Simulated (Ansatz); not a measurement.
# C wire along [100], 9 atoms a period, H-terminated: bands by functional and under strain, part 2 of 3

Wanted: the relaxed geometry and the bands of the C wire along [100], 9 atoms a period, H-terminated.

Ansatz 0.2.0; DFT PBE, plane waves, PAW; relaxation of a wire's period; PAW set soft_1 (the session's first sound run).

So far. Step 2 (Relaxing the period): The cell's length comes to 3.740 Å with spin left out.

## Step 3: The perfect wire

This step: DFT PBE, plane waves, PAW; bands of a perfect wire; PAW set soft_1 (Ansatz 0.2.0).

At the relaxed period the bands are computed along the axis; those that cross an energy going forward count the channels that a perfect wire would open there.

The input, input.yaml:

```yaml
crystal:
  lattice:
    - [11.663, 0.0, 0.0]
    - [0.0, 11.663, 0.0]
    - [0.0, 0.0, 3.7403258565]
  atoms:
    - { symbol: C, position: [0.500011344, 0.500011344, 0.0] }
    - { symbol: H, position: [0.368565313, 0.368565313, 0.099166392] }
    - { symbol: H, position: [0.631457374, 0.631457374, 0.099166392] }
    - { symbol: C, position: [0.424844155, 0.424844155, 0.25607356] }
    - { symbol: C, position: [0.575178532, 0.575178532, 0.25607356] }
    - { symbol: H, position: [0.292533672, 0.555344939, 0.341384193] }
    - { symbol: H, position: [0.444677748, 0.707489015, 0.341384193] }
    - { symbol: H, position: [0.555344939, 0.292533672, 0.341384193] }
    - { symbol: H, position: [0.707489015, 0.444677748, 0.341384193] }
    - { symbol: C, position: [0.349530139, 0.500011344, 0.5] }
    - { symbol: C, position: [0.500011344, 0.349530139, 0.5] }
    - { symbol: C, position: [0.500011344, 0.650492548, 0.5] }
    - { symbol: C, position: [0.650492548, 0.500011344, 0.5] }
    - { symbol: H, position: [0.292533672, 0.444677748, 0.658615807] }
    - { symbol: H, position: [0.444677748, 0.292533672, 0.658615807] }
    - { symbol: H, position: [0.555344939, 0.707489015, 0.658615807] }
    - { symbol: H, position: [0.707489015, 0.555344939, 0.658615807] }
    - { symbol: C, position: [0.424844155, 0.575178532, 0.74392644] }
    - { symbol: C, position: [0.575178532, 0.424844155, 0.74392644] }
    - { symbol: H, position: [0.368565313, 0.631457374, 0.900833608] }
    - { symbol: H, position: [0.631457374, 0.368565313, 0.900833608] }
kpoints:
  mp_grid: { grid: [1, 1, 22] }
  band_path: { path: ["Γ", Z], npoints: 90 }
scf:
  occupations: { method: fermi_dirac, width: 0.05 }
hamiltonian:
  xc: pbe
  pseudopotentials: { kind: paw, azcp: { folder: soft_1 } }
output:
  dos: { e_range: [-5, 4] }
  write_potential: true
  write_density: true
  volumetric_format: npy
```

On the command line:

```sh
ansatz run input.yaml --threads 4 --pin off --max-ram 16384MiB --backend cpu --events-out ev --progress --plain --runs-dir out
```

Numbers of over 12 decimals in the logs are rounded to 6 here.

Log:

```text
[...]
Crystal: 21 atoms, lattice volume = 508.780 Å³
Basis set: ecut = 420 eV, 10021 PW (Γ)
Bands: 45, of which v1, the nominal top of the filled ones, is band 24 counted from 1 (23 counted from 0)
Symmetry: 8 space group operations
[...]
k-points: 12 of 22
[...]
SCF iter   1: F=—  HF=-2461.373181 eV  |F-HF|=—  |Δ(HF+E_count)|=         —  Δρ=6.96e-2  dr2=2.93e1  ethr=3.10e-3  ⟨swp⟩=8.2  Hψ=3161  notcnv=0  defer=25
[...]
SCF iter   9: F=-2451.088536 eV  HF=-2451.088536 eV  |F-HF|=5.86e-9  |Δ(HF+E_count)|=   9.79e-8  Δρ=1.12e-6  dr2=8.70e-9  ethr=2.08e-10  ⟨swp⟩=22.2  Hψ=4437  notcnv=0
SCF 1 converged in 9 iterations: F = -2451.088536 eV  dr2 = 8.70e-9
[...]
NSCF: frozen V_eff on 91 k-points
WARN: The output density's exchange-correlation potential varies sharply where the density is thin. Do not read a vacuum level from v_tot or v_xc, or from such a field of the output density. On a cell that repeats whose density bears no net charge and no dipole along the vacuum's axis use v_es (v_loc + v_h of the components); under efield.dipole_correction with no amplitude use v_es + v_field, which holds any externa [...]
SCF converged after 9 iterations
Free energy (F): -2451.088536 eV
[...]
Internal energy: -2451.088536 eV  (E = F + TS)
E sigma→0 (E₀):  -2451.088536 eV
Fermi energy:    -1.309063 eV
[...]
--- Band table (eV; the first three rows and the last of 12) ---
  k-point 0: bands = [... 20 lower, -5.6299, -4.5447, -3.4759, -3.4759, 0.8269, 1.8575, 1.8909, 1.8909, ... 17 higher]
  k-point 1: bands = [... 20 lower, -5.6261, -4.5287, -3.5055, -3.5055, 0.8523, 1.8808, 1.9098, 1.9098, ... 17 higher]
  k-point 2: bands = [... 20 lower, -5.6151, -4.4844, -3.5923, -3.5923, 0.9273, 1.9498, 1.9660, 1.9660, ... 17 higher]
  k-point 11: bands = [... 20 lower, -5.2023, -5.0737, -5.0737, -4.5441, 3.1114, 3.4477, 3.7778, 3.8794, ... 17 higher]
```

Elapsed: 46 s, on 4 threads of Arm Neoverse V1, shared host; peak memory 1.4 GiB.

This step gave:

```
band gap : 4.303 eV
```

The electronic bands at the labelled points (eV, zero at the Fermi level):

```
  point  band 21  band 22  band 23  band 24  band 25  band 26  band 27  band 28
      Γ    -4.32    -3.24    -2.17    -2.17     2.14     3.17     3.20     3.20
halfway    -4.22    -2.96    -2.93    -2.93     2.84     3.76     3.76     3.82
      Z    -3.89    -3.76    -3.76    -3.24     4.42     4.76     5.09     5.19
```

The gap is 4.30 eV, with spin left out.

On this path the gap is direct, 4.30 eV, with the valence top at Γ and the conduction bottom at Γ.

## Step 4: Another level of theory, cutoff 500 eV, k-mesh 1×1×17

This step: DFT r2SCAN, plane waves, PAW; bands of a perfect wire at the PBE geometry; PAW set soft_1 (Ansatz 0.2.0).

The atoms stay at the PBE geometry and the functional changes. r2SCAN also reads the kinetic-energy density; it often gives larger moments and wider gaps than PBE, at a higher cost. Against the first PBE run of this kind, the cutoff is 500 eV against 420 and the mesh along the wire has 17 points against 22.

Changes to input.yaml since step 3:

```diff
@@ -28,3 +28,3 @@
 kpoints:
-  mp_grid: { grid: [1, 1, 22] }
+  mp_grid: { grid: [1, 1, 17] }
   band_path: { path: ["Γ", Z], npoints: 90 }
@@ -33,8 +33,3 @@
 hamiltonian:
-  xc: pbe
+  xc: r2scan
   pseudopotentials: { kind: paw, azcp: { folder: soft_1 } }
-output:
-  dos: { e_range: [-5, 4] }
-  write_potential: true
-  write_density: true
-  volumetric_format: npy
```

Log:

```text
[...]
Crystal: 21 atoms, lattice volume = 508.780 Å³
Basis set: ecut = 500 eV, 12957 PW (Γ), exchange–correlation on 360×360×120 points (64 copies of the dense FFT grid, shifted against one another)
Bands: 45, of which v1, the nominal top of the filled ones, is band 24 counted from 1 (23 counted from 0)
Symmetry: 8 space group operations
[...]
k-points: 9 of 17
[...]
SCF iter   1: F=—  HF=-2466.501143 eV  |F-HF|=—  |Δ(HF+E_count)|=         —  Δρ=6.68e-2  dr2=2.66e1  dr2_τ=3.29e0  ethr=3.10e-3  ⟨swp⟩=9.2  Hψ=2469  notcnv=0  defer=18
[...]
SCF iter   9: F=-2458.513093 eV  HF=-2458.513093 eV  |F-HF|=2.91e-8  |Δ(HF+E_count)|=   1.68e-7  Δρ=2.82e-6  dr2=4.24e-8  dr2_τ=4.81e-9  ethr=2.08e-10  ⟨swp⟩=21.6  Hψ=3364  notcnv=0
SCF 1 converged in 9 iterations: F = -2458.513093 eV  dr2 = 4.24e-8
[...]
SCF converged after 9 iterations
Free energy (F): -2458.513093 eV
[...]
Internal energy: -2458.513093 eV  (E = F + TS)
E sigma→0 (E₀):  -2458.513093 eV
Fermi energy:    -1.164362 eV
[...]
--- Band table (eV; the first three rows and the last of 9) ---
  k-point 0: bands = [... 20 lower, -5.9268, -4.7603, -3.6688, -3.6688, 1.3093, 2.4100, 2.4402, 2.4402, ... 17 higher]
  k-point 1: bands = [... 20 lower, -5.9206, -4.7334, -3.7203, -3.7203, 1.3534, 2.4509, 2.4727, 2.4727, ... 17 higher]
  k-point 2: bands = [... 20 lower, -5.9024, -4.6630, -3.8689, -3.8689, 1.4818, 2.5693, 2.5693, 2.5705, ... 17 higher]
  k-point 8: bands = [... 20 lower, -5.5269, -5.3154, -5.3154, -4.7731, 3.5098, 4.0506, 4.2977, 4.3746, ... 17 higher]
```

Wall time 78 s (4 threads); peak memory 2.4 GiB.

This step gave:

```yaml
band_gap: 4.978 eV
```

The electronic bands at the labelled points (eV, zero at the Fermi level):

```
  point  band 21  band 22  band 23  band 24  band 25  band 26  band 27  band 28
      Γ    -4.76    -3.60    -2.50    -2.50     2.47     3.57     3.60     3.60
halfway    -4.67    -3.32    -3.30    -3.30     3.20     4.18     4.18     4.25
      Z    -4.30    -4.16    -4.16    -3.64     4.79     5.16     5.44     5.60
```

The gap is 4.98 eV, against 4.30 eV under PBE at the relaxed period.

## Step 5: Levels at the same atoms, level HSE06, cutoff 420 eV

This step: DFT HSE06, plane waves, PAW; levels of a perfect wire at the PBE geometry; PAW set soft_1 (Ansatz 0.2.0).

The atoms stay at the PBE geometry and the functional changes. HSE06 mixes in a quarter of short-range exact exchange, which removes part of the self-interaction that closes gaps; it is dear, so the mesh is thinner and no path is run. Against the first PBE run of this kind, the mesh along the wire has 9 points against 22.

Changes to input.yaml since step 4:

```diff
@@ -28,4 +28,3 @@
 kpoints:
-  mp_grid: { grid: [1, 1, 17] }
-  band_path: { path: ["Γ", Z], npoints: 90 }
+  mp_grid: { grid: [1, 1, 9] }
 scf:
@@ -33,3 +32,3 @@
 hamiltonian:
-  xc: r2scan
+  xc: hse06
   pseudopotentials: { kind: paw, azcp: { folder: soft_1 } }
```

Log:

```text
[...]
Crystal: 21 atoms, lattice volume = 508.780 Å³
Basis set: ecut = 420 eV, 10021 PW (Γ)
Bands: 45, of which v1, the nominal top of the filled ones, is band 24 counted from 1 (23 counted from 0)
Symmetry: 8 space group operations
[...]
k-points: 5 of 9
[...]
SCF iter   6: F=-2451.089243 eV  HF=-2451.089153 eV  |F-HF|=9.03e-5  |Δ(HF+E_count)|=   3.07e-4  Δρ=2.46e-4  dr2=1.44e-4  ethr=3.89e-6  ⟨swp⟩=2.0  Hψ=345  notcnv=0
[...]
Fermi energy:    -1.598295 eV
[...]
--- Band table (eV; the first three rows and the last of 5) ---
  k-point 0: bands = [... 20 lower, -6.6159, -5.3903, -4.2743, -4.2743, 1.0456]
  k-point 1: bands = [... 20 lower, -6.5896, -5.2996, -4.4571, -4.4571, 1.1922]
  k-point 2: bands = [... 20 lower, -6.5215, -5.1381, -4.9371, -4.9371, 1.6070]
  k-point 4: bands = [... 20 lower, -6.3254, -5.9403, -5.9403, -5.3418, 3.0734]
  guard bands above this table: 20 of the run's 45 bands. The solve was not asked for them (output.publish_guard_bands: true or output.eigenvalues: true publishes all)
[key lines of the parts left out:]
Free energy (F): -2452.069889 eV
```

It took 44 s on 4 threads; peak memory 5 GiB.

This step gave:

```yaml
band_gap: 5.32 eV
```

The gap is 5.32 eV, against 4.30 eV under PBE at the relaxed period.

## Step 6: Strain along the wire, period over the relaxed period 0.94, k-mesh 1×1×18

This step: DFT PBE, plane waves, PAW; relaxation at a fixed period; PAW set soft_1 (Ansatz 0.2.0).

The period is set to 0.94 times the relaxed one and the atoms relax within it: strain changes bond lengths and angles, which shifts the bands against each other. Against the first PBE run of this kind, the mesh along the wire has 18 points against 22.

The cell differs from the one that the last finished run ended in (c 3.740 → 3.516 Å).

Changes to input.yaml since step 5:

```diff
@@ -4,3 +4,3 @@
     - [0.0, 11.663, 0.0]
-    - [0.0, 0.0, 3.7403258565]
+    - [0.0, 0.0, 3.5159063051]
   atoms:
@@ -28,3 +28,4 @@
 kpoints:
-  mp_grid: { grid: [1, 1, 9] }
+  mp_grid: { grid: [1, 1, 18] }
+  band_path: { path: ["Γ", Z], npoints: 90 }
 scf:
@@ -32,3 +33,8 @@
 hamiltonian:
-  xc: hse06
+  xc: pbe
   pseudopotentials: { kind: paw, azcp: { folder: soft_1 } }
+relax:
+  max_steps: 40
+  f_tol: 0.02
+output:
+  stress: true
```

Log:

```text
Warning: output.stress: scf.convergence.dr2_threshold = 1e-7 eV (the SCF's general default) is looser than the 2.1e-9 eV advised for a printed stress (1e-10 eV for each atom of the cell: 21). What an SCF threshold leaves in a stress goes as its square root, and in the free energy as the threshold itself, and one threshold admits the most on a small cell: [figures from the program's tests cut] Every solve of this run  [...]
[...]
Crystal: 21 atoms, lattice volume = 478.253 Å³
Basis set: ecut = 420 eV, 9307 PW (Γ), exchange–correlation on 160×160×48 points (8 copies of the dense FFT grid, shifted against one another)
Bands: 45, of which v1, the nominal top of the filled ones, is band 24 counted from 1 (23 counted from 0)
Symmetry: 8 space group operations
[...]
k-points: 10 of 18
[...]
SCF iter   1: F=—  HF=-2461.960875 eV  |F-HF|=—  |Δ(HF+E_count)|=         —  Δρ=7.54e-2  dr2=3.24e1  ethr=3.10e-3  ⟨swp⟩=8.4  Hψ=2530  notcnv=0  defer=32
[...]
SCF iter   8: F=-2450.502460 eV  HF=-2450.502460 eV  |F-HF|=1.29e-8  |Δ(HF+E_count)|=   3.44e-7  Δρ=6.18e-6  dr2=1.21e-7  ethr=5.35e-9  ⟨swp⟩=2.0  Hψ=1222  notcnv=0
SCF 1 converged in 8 iterations: F = -2450.502460 eV  dr2 = 1.21e-7
[...]
relax step   1: F+E_penalty+E_count = -2450.50246001 eV  Δ(F+E_penalty+E_count) = +0.000e0 eV  max|allowed force component| = 6.263e-1 eV/Å  Δτ_max = 0.0000 Å  (8 SCF iters, dr2 threshold 1.00e-5 eV, accepted)
[...]
SCF iter   5: F=-2450.752481 eV  HF=-2450.752484 eV  |F-HF|=3.51e-6  |Δ(HF+E_count)|=   4.17e-6  Δρ=3.66e-5  dr2=8.28e-6  ethr=5.11e-8  ⟨swp⟩=5.0  Hψ=1361  notcnv=0
SCF 2 converged in 5 iterations: F = -2450.752481 eV  dr2 = 8.28e-6
[...]
relax step   2: F+E_penalty+E_count = -2450.75248066 eV  Δ(F+E_penalty+E_count) = -2.500e-1 eV  max|allowed force component| = 2.126e-1 eV/Å  Δτ_max = 0.0568 Å  (5 SCF iters, dr2 threshold 2.45e-5 eV, accepted)
SCF iter   1: F=—  HF=-2450.794006 eV  |F-HF|=—  |Δ(HF+E_count)|=         —  Δρ=4.45e-3  dr2=6.68e-2  ethr=1.16e-3  ⟨swp⟩=4.3  Hψ=1113  notcnv=0  defer=141
[...]
SCF iter   5: F=-2450.782291 eV  HF=-2450.782291 eV  |F-HF|=2.34e-7  |Δ(HF+E_count)|=   8.78e-6  Δρ=2.35e-5  dr2=2.66e-6  ethr=5.88e-9  ⟨swp⟩=3.7  Hψ=1527  notcnv=0
SCF 3 converged in 5 iterations: F = -2450.782291 eV  dr2 = 2.66e-6
[...]
relax step   3: F+E_penalty+E_count = -2450.78229095 eV  Δ(F+E_penalty+E_count) = -2.981e-2 eV  max|allowed force component| = 9.449e-2 eV/Å  Δτ_max = 0.0380 Å  (5 SCF iters, dr2 threshold 2.82e-6 eV, accepted)
[...]
relax step   4: F+E_penalty+E_count = -2450.78382940 eV  Δ(F+E_penalty+E_count) = -1.538e-3 eV  max|allowed force component| = 3.489e-2 eV/Å  Δτ_max = 0.0043 Å  (4 SCF iters, dr2 threshold 1.03e-6 eV, accepted)
SCF iter   1: F=—  HF=-2450.783875 eV  |F-HF|=—  |Δ(HF+E_count)|=         —  Δρ=1.46e-4  dr2=7.30e-5  ethr=1.15e-6  ⟨swp⟩=2.0  Hψ=856  notcnv=0  defer=141
[...]
SCF iter   4: F=-2450.784002 eV  HF=-2450.784002 eV  |F-HF|=7.76e-10  |Δ(HF+E_count)|=   4.39e-7  Δρ=2.68e-6  dr2=2.12e-8  ethr=2.08e-10  ⟨swp⟩=3.1  Hψ=1488  notcnv=0
SCF 5 converged in 4 iterations: F = -2450.784002 eV  dr2 = 2.12e-8
relax step   5: F+E_penalty+E_count = -2450.78400196 eV  Δ(F+E_penalty+E_count) = -1.726e-4 eV  max|allowed force component| = 2.157e-3 eV/Å  Δτ_max = 0.0016 Å  (4 SCF iters, accepted)
[...]
the search or the solves at the SCF's close may have found levels that the self-consistency loop had missed (the run counts none). By its estimate they hold under 1e-12 electrons; where the run keeps them, the occupations were computed again with them
the band table was solved once a step of the walk had ended and its energy, with any forces and stress, was formed, with the checks that follow a solve (3859 applications of the Hamiltonian). They found nothing against the state; the energy, forces and stress were not computed again (output.eigenvalues in the input reference)
[...]
SCF converged after 4 iterations
Free energy (F): -2450.784002 eV
[...]
Internal energy: -2450.784002 eV  (E = F + TS)
E sigma→0 (E₀):  -2450.784002 eV
Fermi energy:    -1.171990 eV
[...]
--- Forces (eV/Å), atoms counted from 1 ---
  atom   1  C      0.00000000    -0.00000000    -0.00000000
  atom   2  H      0.00106595     0.00106595    -0.00025310
  atom   3  H     -0.00106595    -0.00106595    -0.00025310
  atom   4  C     -0.00169129    -0.00169129     0.00215685
  atom   5  C      0.00169129     0.00169129     0.00215685
  atom   6  H      0.00053264    -0.00117434     0.00041440
  atom   7  H      0.00117434    -0.00053264     0.00041440
  atom   8  H     -0.00117434     0.00053264     0.00041440
  atom   9  H     -0.00053264     0.00117434     0.00041440
  atom  10  C     -0.00046926    -0.00000000     0.00000000
  atom  11  C      0.00000000    -0.00046926    -0.00000000
  atom  12  C      0.00000000     0.00046926     0.00000000
  atom  13  C      0.00046926    -0.00000000    -0.00000000
  atom  14  H      0.00053264     0.00117434    -0.00041440
  atom  15  H      0.00117434     0.00053264    -0.00041440
  atom  16  H     -0.00117434    -0.00053264    -0.00041440
  atom  17  H     -0.00053264    -0.00117434    -0.00041440
  atom  18  C     -0.00169129     0.00169129    -0.00215685
  atom  19  C      0.00169129    -0.00169129    -0.00215685
  atom  20  H      0.00106595    -0.00106595     0.00025310
  atom  21  H     -0.00106595     0.00106595     0.00025310
  max |Σ_I F_I| component: 4.34e-19 eV/Å
--- Stress (GPa, compression-positive) ---
       -0.004258       0.000000      -0.000000
        0.000000      -0.004258      -0.000000
       -0.000000      -0.000000       3.232285
  P = ⅓ Tr σ = 1.0746 GPa (10.746 kbar)
--- Band table (eV; the first three rows and the last of 10) ---
  k-point 0: bands = [... 20 lower, -5.6027, -4.1815, -3.3273, -3.3273, 0.9523, 1.9978, 2.0334, 2.0334, ... 17 higher]
  k-point 1: bands = [... 20 lower, -5.5959, -4.1623, -3.3753, -3.3753, 0.9938, 2.0354, 2.0649, 2.0649, ... 17 higher]
  k-point 2: bands = [... 20 lower, -5.5762, -4.1089, -3.5152, -3.5152, 1.1152, 2.1462, 2.1591, 2.1591, ... 17 higher]
  k-point 9: bands = [... 20 lower, -4.9883, -4.9883, -4.5118, -3.9134, 3.3913, 3.8783, 4.0757, 4.1296, ... 17 higher]
--- Relaxed structure (5 steps of the walk, 5 accepted, 0 SCFs on fresh bases) ---
  F+E_penalty+E_count = -2450.78400196 eV   max|allowed force component| = 2.157e-3 eV/Å
  atoms:
    - { symbol: C, position: [0.500011, 0.500011, -1.9383295494277316e-19] }
    - { symbol: H, position: [0.368423, 0.368423, 0.080012] }
    - { symbol: H, position: [0.631599, 0.631599, 0.080012] }
    - { symbol: C, position: [0.423223, 0.423223, 0.255768] }
    - { symbol: C, position: [0.576799, 0.576799, 0.255768] }
    - { symbol: H, position: [0.289321, 0.551928, 0.321278] }
    - { symbol: H, position: [0.448095, 0.710702, 0.321278] }
    - { symbol: H, position: [0.551928, 0.289321, 0.321278] }
    - { symbol: H, position: [0.710702, 0.448095, 0.321278] }
    - { symbol: C, position: [0.346569, 0.500011, 0.500000] }
    - { symbol: C, position: [0.500011, 0.346569, 0.500000] }
    - { symbol: C, position: [0.500011, 0.653453, 0.500000] }
    - { symbol: C, position: [0.653453, 0.500011, 0.500000] }
    - { symbol: H, position: [0.289321, 0.448095, 0.678722] }
    - { symbol: H, position: [0.448095, 0.289321, 0.678722] }
    - { symbol: H, position: [0.551928, 0.710702, 0.678722] }
    - { symbol: H, position: [0.710702, 0.551928, 0.678722] }
    - { symbol: C, position: [0.423223, 0.576799, 0.744232] }
    - { symbol: C, position: [0.576799, 0.423223, 0.744232] }
    - { symbol: H, position: [0.368423, 0.631599, 0.919988] }
    - { symbol: H, position: [0.631599, 0.368423, 0.919988] }
```

The job ended after 52 s (4 threads; peak memory 1.4 GiB).

Relaxation path:

```
step  energy less that of the first step (eV)  largest force component (eV/Å)
   1                                   0.0000                          0.6263
   2                                  -0.2500                          0.2126
   3                                  -0.2798                          0.0945
   4                                  -0.2814                          0.0349
   5                                  -0.2815                          0.0022
```

The run keeps the 8 symmetry operations that it works with, so distortions that break them were not tested.

The atoms that moved most (Å):

```
atom      dx      dy      dz  length
  H7   0.040   0.037  -0.071   0.089
  H9   0.037   0.040  -0.071   0.089
 H14  -0.037   0.040   0.071   0.089
 H15   0.040  -0.037   0.071   0.089
 H16  -0.040   0.037   0.071   0.089
 H17   0.037  -0.040   0.071   0.089
  H8  -0.040  -0.037  -0.071   0.089
  H6  -0.037  -0.040  -0.071   0.089
```

Final coordinates:

```xyz
21
Lattice="11.6630 0.0000 0.0000 0.0000 11.6630 0.0000 0.0000 0.0000 3.5159" Properties=species:S:1:pos:R:3
C     5.8316    5.8316    0.0000
H     4.2969    4.2969    0.2813
H     7.3663    7.3663    0.2813
C     4.9361    4.9361    0.8993
C     6.7272    6.7272    0.8993
H     3.3743    6.4371    1.1296
H     5.2261    8.2889    1.1296
H     6.4371    3.3743    1.1296
H     8.2889    5.2261    1.1296
C     4.0420    5.8316    1.7580
C     5.8316    4.0420    1.7580
C     5.8316    7.6212    1.7580
C     7.6212    5.8316    1.7580
H     3.3743    5.2261    2.3863
H     5.2261    3.3743    2.3863
H     6.4371    8.2889    2.3863
H     8.2889    6.4371    2.3863
C     4.9361    6.7272    2.6167
C     6.7272    4.9361    2.6167
H     4.2969    7.3663    3.2346
H     7.3663    4.2969    3.2346
```

Numbers from this step:

* band gap: 4.280 eV

[end of part 2 of 3]

[Logs are printed without paths, hosts, clocks, repeated set-up lines and the standing remarks that a program may print on its own settings, such as how far it seeks lower states.]

[Hosts, paths, dates, database ids (printed as entryN), source tags and the programs' standing remarks are cut or masked in the printed files.]
